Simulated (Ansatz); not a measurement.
# A hypothetical structure for Be2BiAs2

Starting from a made-up structure for Be2BiAs2, the aim is the relaxed cell, its shortest contacts and, where a second run follows, its electronic structure.

Program: Ansatz 0.2.0. Level of theory: DFT, r2SCAN, plane-wave PAW, files of the set soft_1, scalar-relativistic, no spin, cell and ions relaxed at zero pressure; PAW set soft_1. Results are calculated unless marked as measured.

## 1. The structure

It takes space group I4/mmm (No. 139, tetragonal). Conventional cell: a = 4.005 Å, b = 4.005 Å, c = 9.619 Å, α = 90.00°, β = 90.00°, γ = 90.00°. Nearest to Bi lie 8 Be at 3.13 Å and 10 As at 3.13 to 3.47 Å. As has 4 Be at 2.27 Å and 1 As at 2.67 Å and 5 Bi at 3.13 to 3.47 Å nearest. Be has 4 As at 2.27 Å and 4 Be at 2.83 Å and 4 Bi at 3.13 Å nearest. Farther neighbours are not listed.

## 2. Relaxing cell and atoms

The guessed cell has no reason to be at equilibrium. It is relaxed with the atoms, within the space group of the guess.

Input file input.yaml:

```yaml
crystal:
  lattice:
    - [-2.0025, 2.0025, 4.8095]
    - [2.0025, -2.0025, 4.8095]
    - [2.0025, 2.0025, -4.8095]
  atoms:
    - { symbol: Bi, position: [0.0, 0.0, 0.0] }
    - { symbol: As, position: [0.639, 0.639, 0.0] }
    - { symbol: As, position: [0.361, 0.361, 0.0] }
    - { symbol: Be, position: [0.75, 0.25, 0.5] }
    - { symbol: Be, position: [0.25, 0.75, 0.5] }
kpoints:
  mp_grid: { grid: [9, 9, 9] }
scf:
  occupations: { method: fermi_dirac, width: 0.05 }
hamiltonian:
  xc: r2scan
  pseudopotentials: { kind: paw, azcp: { folder: soft_1 } }
relax:
  f_tol: 0.015
  max_steps: 70
  cell: {}
output:
  forces: true
  stress: true
```

Launch:

```
ansatz run input.yaml --threads 4 --pin off --max-ram 10240MiB --backend cpu --events-out ev --progress --plain --runs-dir out
```

Numbers of over 12 decimals in the logs are rounded to 6 here.

The log of the run:

```text
Engine: ansatz 0.2.0, x86_64-unknown-linux-gnu
Pseudopotentials: kind: paw
Pseudopotential: Bi, paw, valence charge 15, recommended cutoff 500 eV (meta_gga), soft_1/Bi.paw.azcp
Pseudopotential: As, paw, valence charge 15, recommended cutoff 500 eV (meta_gga), soft_1/As.paw.azcp
Pseudopotential: Be, paw, valence charge 2, recommended cutoff 500 eV (meta_gga), soft_1/Be.paw.azcp
Functional definition: r2SCAN
  parameter k0 = 0.174
  parameter k1 = 0.065
  parameter a1 = 4.9479
  exchange = r2scan_x(k0 = k0, k1 = k1, a1 = a1)
  correlation = r2scan_c
Crystal: 5 atoms, lattice volume = 77.145 Å³
Basis set: ecut = 500 eV, 1961 PW (Γ), exchange–correlation on 180×180×180 points (64 copies of the dense FFT grid, shifted against one another)
Bands: 30, of which v1, the nominal top of the filled ones, is band 25 counted from 1 (24 counted from 0)
Symmetry: 16 space group operations
Space group: I4/mmm (ITA 139), of the structure as read, at distance tolerance 4.3e-5 Å
k-points: 75 of 729
Non-local potential: Bi, projectors of the file, l = 0: 2, l = 1: 2, l = 2: 2, l = 3: 1
Non-local potential: As, projectors of the file, l = 0: 2, l = 1: 2, l = 2: 3, l = 3: 1
Non-local potential: Be, projectors of the file, l = 0: 2, l = 1: 2, l = 2: 1
PAW form: soft (Blöchl's): semilocal exchange-correlation on the pseudo side does not see the compensation charge
PAW frozen core: Bi, regenerated for the run's functional (the file was generated under x = pbe(κ = 0.804, μ = 0.219515), c = pbe(β = 0.066725))
PAW frozen core: As, regenerated for the run's functional (the file was generated under x = pbe(κ = 0.804, μ = 0.219515), c = pbe(β = 0.066725))
PAW frozen core: Be, regenerated for the run's functional (the file was generated under x = pbe(κ = 0.804, μ = 0.219515), c = pbe(β = 0.066725))
PAW one-centre angular grid: Bi, 590 points (default); XC on 160 Gauss nodes
PAW one-centre angular grid: As, 590 points (default); XC on 160 Gauss nodes
PAW one-centre angular grid: Be, 302 points (default); XC on 224 Gauss nodes
Initial density: superposition of atomic densities (chi_scale 0.1, normalization cell, long waves kept (reshape's long-wave potential 0.00 eV rms))
Initial wavefunctions: pseudopotential atomic-orbital guess
Functional: x = r2scan, c = r2scan; τ floored in thin density (d = 2e-4 eV/Å³)
SCF iter   1: F=—  HF=-22327.155428 eV  |F-HF|=—  |Δ(HF+E_count)|=         —  Δρ=3.22e-2  dr2=2.47e0  dr2_τ=6.87e-2  ethr=3.10e-3  ⟨swp⟩=6.7  Hψ=10074  notcnv=0
preconditioner: auto → Kerker (q_TF=auto, 2.530 Å⁻¹)  [metal: Δε(μ)=0.015 eV  Ē_g=9.700 eV  σ=0.050 eV  W_gap=0.07  n_scr=22 (ndim 8)  ℏωp=18.4 eV  f_vac=0.000  D(μ)=2.16/eV (n_scr^D=14)]
SCF iter   2: F=—  HF=-22326.933155 eV  |F-HF|=—  |Δ(HF+E_count)|=   2.22e-1  Δρ=2.13e-2  dr2=1.11e0  dr2_τ=3.42e-3  ethr=3.10e-3  ⟨swp⟩=2.1  Hψ=3212  notcnv=0  defer=17
SCF iter   3: F=—  HF=-22326.750774 eV  |F-HF|=—  |Δ(HF+E_count)|=   1.82e-1  Δρ=4.36e-3  dr2=2.39e-2  dr2_τ=5.96e-4  ethr=2.26e-3  ⟨swp⟩=3.6  Hψ=4046  notcnv=0  defer=17
SCF iter   4: F=—  HF=-22326.725850 eV  |F-HF|=—  |Δ(HF+E_count)|=   2.49e-2  Δρ=2.89e-3  dr2=5.11e-3  dr2_τ=1.11e-4  ethr=4.89e-5  ⟨swp⟩=2.5  Hψ=4861  notcnv=0  defer=14
SCF iter   5: F=—  HF=-22326.730269 eV  |F-HF|=—  |Δ(HF+E_count)|=   4.42e-3  Δρ=9.65e-4  dr2=1.42e-3  dr2_τ=3.02e-5  ethr=1.04e-5  ⟨swp⟩=3.0  Hψ=4481  notcnv=0  defer=14
SCF iter   6: F=—  HF=-22326.730439 eV  |F-HF|=—  |Δ(HF+E_count)|=   1.70e-4  Δρ=3.39e-4  dr2=1.24e-4  dr2_τ=1.40e-6  ethr=2.89e-6  ⟨swp⟩=3.0  Hψ=4189  notcnv=0  defer=14
SCF iter   7: F=—  HF=-22326.730504 eV  |F-HF|=—  |Δ(HF+E_count)|=   6.58e-5  Δρ=8.04e-5  dr2=5.40e-6  dr2_τ=1.29e-7  ethr=2.54e-7  ⟨swp⟩=2.0  Hψ=3336  notcnv=0  defer=14
SCF iter   8: F=—  HF=-22326.730512 eV  |F-HF|=—  |Δ(HF+E_count)|=   7.39e-6  Δρ=2.97e-5  dr2=4.85e-7  dr2_τ=6.18e-9  ethr=1.10e-8  ⟨swp⟩=2.0  Hψ=3364  notcnv=0  defer=13
SCF iter   9: F=-22326.730512 eV  HF=-22326.730512 eV  |F-HF|=4.24e-8  |Δ(HF+E_count)|=   4.78e-7  Δρ=8.07e-6  dr2=4.87e-8  dr2_τ=7.26e-10  ethr=2.04e-10  ⟨swp⟩=5.0  Hψ=8518  notcnv=0
SCF 1 converged in 9 iterations: F = -22326.730512 eV  dr2 = 4.87e-8
  greatest PAW one-centre occupation: 0.999 electrons in one spin orbital (limit 2), on the As atom at site 2 (counted from 0), in its partial waves of l = 2
relax step   1: F+E_penalty+E_count = -22326.73051238 eV  Δ(F+E_penalty+E_count) = +0.000e0 eV  max|allowed force component| = 8.006e-2 eV/Å  Δτ_max = 0.0000 Å  P = +14.701 GPa  Ω = 77.145 Å³  (9 SCF iters, dr2 threshold 1.00e-7 eV, accepted)
Crystal: 5 atoms, lattice volume = 87.139 Å³
Basis set: ecut = 500 eV, 2211 PW (Γ), exchange–correlation on 180×180×180 points (64 copies of the dense FFT grid, shifted against one another)
Initial density: handed on by an earlier stage of this run
Initial wavefunctions: those handed on with the density
iter 1 solved again at ethr=1.38e-4 eV; its pass at ethr=3.10e-3 eV (dr2=6.77e-2 eV) is discarded
SCF iter   1: F=—  HF=-22326.776322 eV  |F-HF|=—  |Δ(HF+E_count)|=         —  Δρ=6.26e-3  dr2=6.71e-2  dr2_τ=9.54e-2  ethr=1.38e-4  ⟨swp⟩=1.1  Hψ=14056  notcnv=0
preconditioner: auto → Kerker (q_TF=auto, 2.479 Å⁻¹)  [metal: Δε(μ)=0.003 eV  Ē_g=8.915 eV  σ=0.050 eV  W_gap=0.02  n_scr=30 (ndim 8)  ℏωp=17.3 eV  f_vac=0.000  D(μ)=2.14/eV (n_scr^D=10)]
SCF iter   2: F=—  HF=-22327.231529 eV  |F-HF|=—  |Δ(HF+E_count)|=   4.55e-1  Δρ=4.58e-3  dr2=6.99e-2  dr2_τ=4.42e-4  ethr=1.37e-4  ⟨swp⟩=2.4  Hψ=3771  notcnv=0
SCF iter   3: F=—  HF=-22327.220749 eV  |F-HF|=—  |Δ(HF+E_count)|=   1.08e-2  Δρ=2.49e-3  dr2=2.08e-2  dr2_τ=7.81e-5  ethr=1.37e-4  ⟨swp⟩=2.0  Hψ=2662  notcnv=0  defer=2
SCF iter   4: F=—  HF=-22327.218246 eV  |F-HF|=—  |Δ(HF+E_count)|=   2.50e-3  Δρ=6.18e-4  dr2=3.34e-4  dr2_τ=8.95e-6  ethr=4.25e-5  ⟨swp⟩=2.1  Hψ=3159  notcnv=0  defer=3
SCF iter   5: F=—  HF=-22327.218258 eV  |F-HF|=—  |Δ(HF+E_count)|=   1.19e-5  Δρ=4.20e-4  dr2=2.33e-4  dr2_τ=3.46e-6  ethr=6.82e-7  ⟨swp⟩=2.0  Hψ=4158  notcnv=0  defer=3
SCF iter   6: F=—  HF=-22327.218288 eV  |F-HF|=—  |Δ(HF+E_count)|=   3.02e-5  Δρ=1.64e-4  dr2=4.92e-5  dr2_τ=2.62e-7  ethr=4.77e-7  ⟨swp⟩=2.0  Hψ=4079  notcnv=0  defer=3
SCF iter   7: F=—  HF=-22327.218296 eV  |F-HF|=—  |Δ(HF+E_count)|=   7.54e-6  Δρ=6.55e-5  dr2=7.96e-6  dr2_τ=5.68e-8  ethr=1.01e-7  ⟨swp⟩=2.0  Hψ=2820  notcnv=0  defer=3
SCF iter   8: F=—  HF=-22327.218296 eV  |F-HF|=—  |Δ(HF+E_count)|=   4.20e-7  Δρ=2.81e-5  dr2=1.84e-6  dr2_τ=1.51e-8  ethr=1.62e-8  ⟨swp⟩=2.0  Hψ=2555  notcnv=0  defer=3
[...]
relax step   5: F+E_penalty+E_count = -22327.74809487 eV  Δ(F+E_penalty+E_count) = -3.130e-1 eV  max|allowed force component| = 3.914e-2 eV/Å  Δτ_max = 0.0119 Å  P = +0.139 GPa  Ω = 90.230 Å³  energy of the carried Pulay correction = -1.312e-3 eV  (8 SCF iters, dr2 threshold 5.00e-7 eV, accepted)
relax step   6: F+E_penalty+E_count = -22328.09667698 eV  Δ(F+E_penalty+E_count) = -3.486e-1 eV  max|allowed force component| = 2.101e-1 eV/Å  Δτ_max = 0.0099 Å  P = +0.703 GPa  Ω = 89.654 Å³  energy of the carried Pulay correction = -1.259e-3 eV  (8 SCF iters, dr2 threshold 5.00e-7 eV, accepted)
relax step   7: F+E_penalty+E_count = -22328.40631202 eV  Δ(F+E_penalty+E_count) = -3.096e-1 eV  max|allowed force component| = 8.262e-2 eV/Å  Δτ_max = 0.0206 Å  P = +0.966 GPa  Ω = 88.759 Å³  energy of the carried Pulay correction = -1.175e-3 eV  (8 SCF iters, dr2 threshold 5.00e-7 eV, accepted)
relax step   8: F+E_penalty+E_count = -22328.59273750 eV  Δ(F+E_penalty+E_count) = -1.864e-1 eV  max|allowed force component| = 1.066e-1 eV/Å  Δτ_max = 0.0140 Å  P = +1.016 GPa  Ω = 88.088 Å³  energy of the carried Pulay correction = -1.112e-3 eV  (8 SCF iters, dr2 threshold 5.00e-7 eV, accepted)
relax step   9: F+E_penalty+E_count = -22328.65912909 eV  Δ(F+E_penalty+E_count) = -6.639e-2 eV  max|allowed force component| = 1.387e-1 eV/Å  Δτ_max = 0.0291 Å  P = +0.127 GPa  Ω = 89.127 Å³  energy of the carried Pulay correction = -1.210e-3 eV  (8 SCF iters, dr2 threshold 5.00e-7 eV, accepted)
relax step  10: F+E_penalty+E_count = -22328.66224273 eV  Δ(F+E_penalty+E_count) = -3.114e-3 eV  max|allowed force component| = 5.104e-2 eV/Å  Δτ_max = 0.0114 Å  P = -0.080 GPa  Ω = 88.916 Å³  energy of the carried Pulay correction = -1.190e-3 eV  (6 SCF iters, dr2 threshold 5.00e-7 eV, accepted)
relax step  11: F+E_penalty+E_count = -22328.66263616 eV  Δ(F+E_penalty+E_count) = -3.934e-4 eV  max|allowed force component| = 2.091e-3 eV/Å  Δτ_max = 0.0032 Å  P = +0.005 GPa  Ω = 88.938 Å³  energy of the carried Pulay correction = -1.192e-3 eV  (5 SCF iters, dr2 threshold 2.86e-7 eV, accepted)
relax step  12: F+E_penalty+E_count = -22328.70884184 eV  Δ(F+E_penalty+E_count) = -4.621e-2 eV  max|allowed force component| = 6.170e-3 eV/Å  Δτ_max = 0.0000 Å  P = +0.694 GPa  Ω = 88.938 Å³  stress off target by 1.93e0 GPa  SCF on the basis re-selected at this cell (its energy is not comparable with the rows above)  (9 SCF iters)
relax step  13: F+E_penalty+E_count = -22328.71754713 eV  Δ(F+E_penalty+E_count) = -8.705e-3 eV  max|allowed force component| = 1.405e-3 eV/Å  Δτ_max = 0.0062 Å  P = +0.134 GPa  Ω = 89.651 Å³  energy of the carried Pulay correction = -6.129e-5 eV  (7 SCF iters, dr2 threshold 5.00e-7 eV, accepted)
relax step  14: F+E_penalty+E_count = -22328.71822848 eV  Δ(F+E_penalty+E_count) = -6.813e-4 eV  max|allowed force component| = 7.675e-4 eV/Å  Δτ_max = 0.0025 Å  P = +0.002 GPa  Ω = 89.848 Å³  energy of the carried Pulay correction = -7.824e-5 eV  (6 SCF iters, dr2 threshold 5.00e-7 eV, accepted)
iter 1 solved again at ethr=1.58e-6 eV; its pass at ethr=3.10e-3 eV (dr2=7.73e-4 eV) is discarded
SCF iter   1: F=—  HF=-22328.718278 eV  |F-HF|=—  |Δ(HF+E_count)|=         —  Δρ=4.81e-5  dr2=2.64e-7  dr2_τ=5.52e-8  ethr=1.58e-6  ⟨swp⟩=2.7  Hψ=14445  notcnv=0
eigensolver tolerance schedule: the retry pair's looser diagonalisation over-reported the residual by 2921.86 of it (diagonalisation noise at an unbounded share of the residual, at the tolerance the schedule requests for it); recorded, not acted on — ethr = c·dr2/N_el stays at c = 1.0e-1
preconditioner: auto → Kerker (q_TF=auto, 2.466 Å⁻¹)  [metal: Δε(μ)=0.044 eV  Ē_g=9.213 eV  σ=0.050 eV  W_gap=0.21  n_scr=24 (ndim 8)  ℏωp=17.1 eV  f_vac=0.000  D(μ)=1.82/eV (n_scr^D=12)]
SCF iter   2: F=—  HF=-22328.718306 eV  |F-HF|=—  |Δ(HF+E_count)|=   2.75e-5  Δρ=2.45e-5  dr2=6.92e-8  dr2_τ=1.17e-7  ethr=5.40e-10  ⟨swp⟩=3.3  Hψ=5462  notcnv=0
SCF iter   3: F=—  HF=-22328.718309 eV  |F-HF|=—  |Δ(HF+E_count)|=   3.50e-6  Δρ=1.52e-5  dr2=4.32e-8  dr2_τ=4.24e-8  ethr=1.41e-10  ⟨swp⟩=2.0  Hψ=4071  notcnv=0
SCF iter   4: F=—  HF=-22328.718311 eV  |F-HF|=—  |Δ(HF+E_count)|=   2.03e-6  Δρ=2.49e-6  dr2=6.84e-9  dr2_τ=7.51e-10  ethr=8.82e-11  ⟨swp⟩=2.0  Hψ=4096  notcnv=0
SCF iter   5: F=—  HF=-22328.718311 eV  |F-HF|=—  |Δ(HF+E_count)|=   2.63e-8  Δρ=6.15e-7  dr2=9.69e-10  dr2_τ=1.61e-11  ethr=1.40e-11  ⟨swp⟩=2.0  Hψ=4089  notcnv=0
SCF iter   6: F=—  HF=-22328.718311 eV  |F-HF|=—  |Δ(HF+E_count)|=  6.11e-10  Δρ=1.58e-7  dr2=4.34e-11  dr2_τ=1.04e-12  ethr=1.00e-12  ⟨swp⟩=3.2  Hψ=9182  notcnv=0
SCF iter   7: F=-22328.718311 eV  HF=-22328.718311 eV  |F-HF|=7.28e-12  |Δ(HF+E_count)|=  4.37e-11  Δρ=5.87e-8  dr2=3.75e-12  dr2_τ=1.11e-13  ethr=1.00e-12  ⟨swp⟩=4.0  Hψ=8056  notcnv=0
SCF 15 converged in 7 iterations: F = -22328.718311 eV  dr2 = 3.75e-12
relax step  15: F+E_penalty+E_count = -22328.71831123 eV  Δ(F+E_penalty+E_count) = -8.276e-5 eV  max|allowed force component| = 7.630e-4 eV/Å  Δτ_max = 0.0000 Å  P = +0.002 GPa  Ω = 89.848 Å³  stress off target by 7.22e-3 GPa  SCF on the basis re-selected at this cell (its energy is not comparable with the rows above)  (7 SCF iters)
basis re-selected at this cell: Δ(F+E_penalty+E_count) = -8.276e-5 eV, ΔP = +0.000 GPa vs the last step (what re-selecting the basis moved, of the pressure what is left beyond the Pulay correction that the steps carried, after the strain that the cell walked since its last selection, with what the two solves' SCF thresholds leave and, on support functions, any second-order correction that the steps lacked; it is no m [...]
SCF converged after 7 iterations
Free energy (F): -22328.718311 eV
Harris-Foulkes:  -22328.718311 eV  (|F-HF|=7.28e-12)
Internal energy: -22328.703635 eV  (E = F + TS)
E sigma→0 (E₀):  -22328.710973 eV
Entropy (-TS):   -0.014676 eV (-2.935 meV/atom)
Fermi energy:    10.062411 eV
--- Per-component energies (eV) ---
  E_band       = -575.329600
  E_kinetic    = 486.854846
  E_local      = -5278.997516  (includes V_loc(G=0)·N_el)
  E_nonlocal   = -370.241145
  E_hartree    = 2730.966524
  E_xc         = -312.212576
  E_vxc        = -343.113185  (∫ρ·V_xc dr)
  E_paw        = -14856.911167  (= ΣΔE_a)
  E_vpaw       = -551.062135  (= ΣTr[D̂ρ^β])
  E_aug_tail   = 0.000179  (compensation charges beyond the density's cutoff)
  E_vtau       = 19.296294  (kinetic-family band-sum trace: ∫τ·v_τ [+ j·A + Jᵃ·Aᵃ] dr)
  E_ewald      = -4726.099299
  E_core_change = -2.063481  (= ΣΔE_core)
  E_smearing   = -0.014676  (= −TS)
  E_closure    = -0.000000  (closes the sum)
  Σ components = -22328.718311   (vs F -22328.718311, Δ=0.00e0)
--- Forces (eV/Å), atoms counted from 1 ---
  atom   1  Bi    -0.00000000     0.00000000     0.00000000
  atom   2  As    -0.00000000    -0.00000000     0.00076298
  atom   3  As     0.00000000    -0.00000000    -0.00076298
  atom   4  Be     0.00000000    -0.00000000     0.00000000
  atom   5  Be    -0.00000000     0.00000000     0.00000000
  max |Σ_I F_I| component: 3.47e-18 eV/Å
--- Stress (GPa, compression-positive) ---
        0.007218       0.000000       0.000000
        0.000000       0.007218       0.000000
       -0.000000       0.000000      -0.007006
  P = ⅓ Tr σ = 0.0025 GPa (0.025 kbar)
--- Relaxed structure (13 steps of the walk, 13 accepted, 2 SCFs on fresh bases) ---
  F+E_penalty+E_count = -22328.71831123 eV   max|allowed force component| = 7.630e-4 eV/Å   (the final SCF, on the basis selected at the relaxed cell)
  cell:  # Å, volume = 89.8480 Å³
    - [-1.829601, 1.829601, 6.710206]
    - [1.829601, -1.829601, 6.710206]
    - [1.829601, 1.829601, -6.710206]
  atoms:
    - { symbol: Bi, position: [8.115454456695742e-19, 8.115454456695721e-19, 0] }
    - { symbol: As, position: [0.645879, 0.645879, 0] }
    - { symbol: As, position: [0.354121, 0.354121, 0] }
    - { symbol: Be, position: [0.750000, 0.250000, 0.500000] }
    - { symbol: Be, position: [0.250000, 0.750000, 0.500000] }
```

The job ended after 48 s (4 threads of Intel Xeon 6975P-C (Granite Rapids), shared host; peak memory 1.4 GiB).

The steps of the relaxation:

| step | energy less that of the first step (eV) | largest force component (eV/Å) | pressure (GPa) | volume (Å³) |
| --- | --- | --- | --- | --- |
| 1 | 0.0000 | 0.0801 | 14.70 | 77.14 |
| 2 | -0.4878 | 0.1142 | 2.08 | 87.14 |
| 3 | -0.5487 | 0.0016 | 0.37 | 89.23 |
| 4 | -0.7046 | 0.1373 | -0.01 | 90.04 |
| 5 | -1.0176 | 0.0391 | 0.14 | 90.23 |
| 6 | -1.3662 | 0.2101 | 0.70 | 89.65 |
| 7 | -1.6758 | 0.0826 | 0.97 | 88.76 |
| 8 | -1.8622 | 0.1066 | 1.02 | 88.09 |
| 9 | -1.9286 | 0.1387 | 0.13 | 89.13 |
| 10 | -1.9317 | 0.0510 | -0.08 | 88.92 |
| 11 | -1.9321 | 0.0021 | 0.01 | 88.94 |
| 12* | -1.9783 | 0.0062 | 0.69 | 88.94 |
| 13 | -1.9870 | 0.0014 | 0.13 | 89.65 |
| 14 | -1.9877 | 0.0008 | 0.00 | 89.85 |
| 15* | -1.9878 | 0.0008 | 0.00 | 89.85 |

Relaxation steps marked * repeat the geometry before them on a plane-wave basis chosen anew for their cell, so energy and pressure can jump there.

The run keeps the 16 symmetry operations that it works with, so distortions that break them were not tested.

| cell as run | before | after | change |
| --- | --- | --- | --- |
| a (Å) | 5.581 | 7.192 | +28.9 % |
| b (Å) | 5.581 | 7.192 | +28.9 % |
| c (Å) | 5.581 | 7.192 | +28.9 % |
| α (°) | 137.95 | 150.52 | +9.1 % |
| β (°) | 137.95 | 150.52 | +9.1 % |
| γ (°) | 60.98 | 42.17 | -30.8 % |
| volume (Å³/atom) | 15.43 | 17.97 | +16.5 % |

The atoms that moved most (Å, as changes of fractional coordinates times the final cell):

| atom | dx | dy | dz | length |
| --- | --- | --- | --- | --- |
| As3 | 0.000 | 0.000 | -0.092 | 0.092 |
| As2 | 0.000 | 0.000 | 0.092 | 0.092 |

The relaxed structure:

```
Bi As Be
1.0
    -1.82960    1.82960    6.71021
     1.82960   -1.82960    6.71021
     1.82960    1.82960   -6.71021
Bi As Be
1 2 2
Direct
  0.00000 0.00000 0.00000
  0.64588 0.64588 0.00000
  0.35412 0.35412 0.00000
  0.75000 0.25000 0.50000
  0.25000 0.75000 0.50000
```

Numbers from this step:

* free energy: -22328.7183 eV
* energy at zero smearing: -22328.7110 eV
* smearing term TS: 0.01468 eV
* Fermi energy: 10.06 eV
* electrons: 49
* symmetry operations: 16
* pressure: 0.002477 GPa

The shortest distance of each pair, which need not be the same contact before and after:

| pair | guess (Å) | relaxed (Å) |
| --- | --- | --- |
| As–Be | 2.269 | 2.302 |
| Be–Be | 2.832 | 2.587 |
| As–Bi | 3.132 | 3.245 |
| Bi–Bi | 4.005 | 3.659 |
| As–As | 2.674 | 3.659 |

The relaxation ends with a largest force component of 7.6e-4 eV/Å and a pressure of 0.00 GPa.

## 3. What came out

```json
{
 "space group, relaxed": "I4/mmm",
 "conventional cell": "a = 3.659, b = 3.659, c = 13.420 Å; α = 90.0°, β = 90.0°, γ = 90.0°",
 "volume per atom": "17.97 Å³ (guess 15.43)"
}
```

In words: Be2BiAs2 relaxes to I4/mmm with a = 3.659, b = 3.659 and c = 13.420 Å. The guessed volume was 14 % too small. The space group I4/mmm was held in the relaxation, so the end point is a stationary structure within it and may be a saddle against distortions or other arrangements. Mesh and cutoff weren't tested. A vector of the cell changed its length by 29 %, so the starting arrangement is largely lost and the mesh was laid for another shape. Spin-orbit coupling is left out, which can matter for elements this heavy. No dispersion term is used, so weakly bound directions may come out too long. Nothing here tests whether the compound is stable against decomposition.

[Logs are printed without paths, hosts, clocks, repeated set-up lines and the standing remarks that a program may print on its own settings, such as how far it seeks lower states.]

[Hosts, paths, dates, database ids (printed as entryN), source tags and the programs' standing remarks are cut or masked in the printed files.]
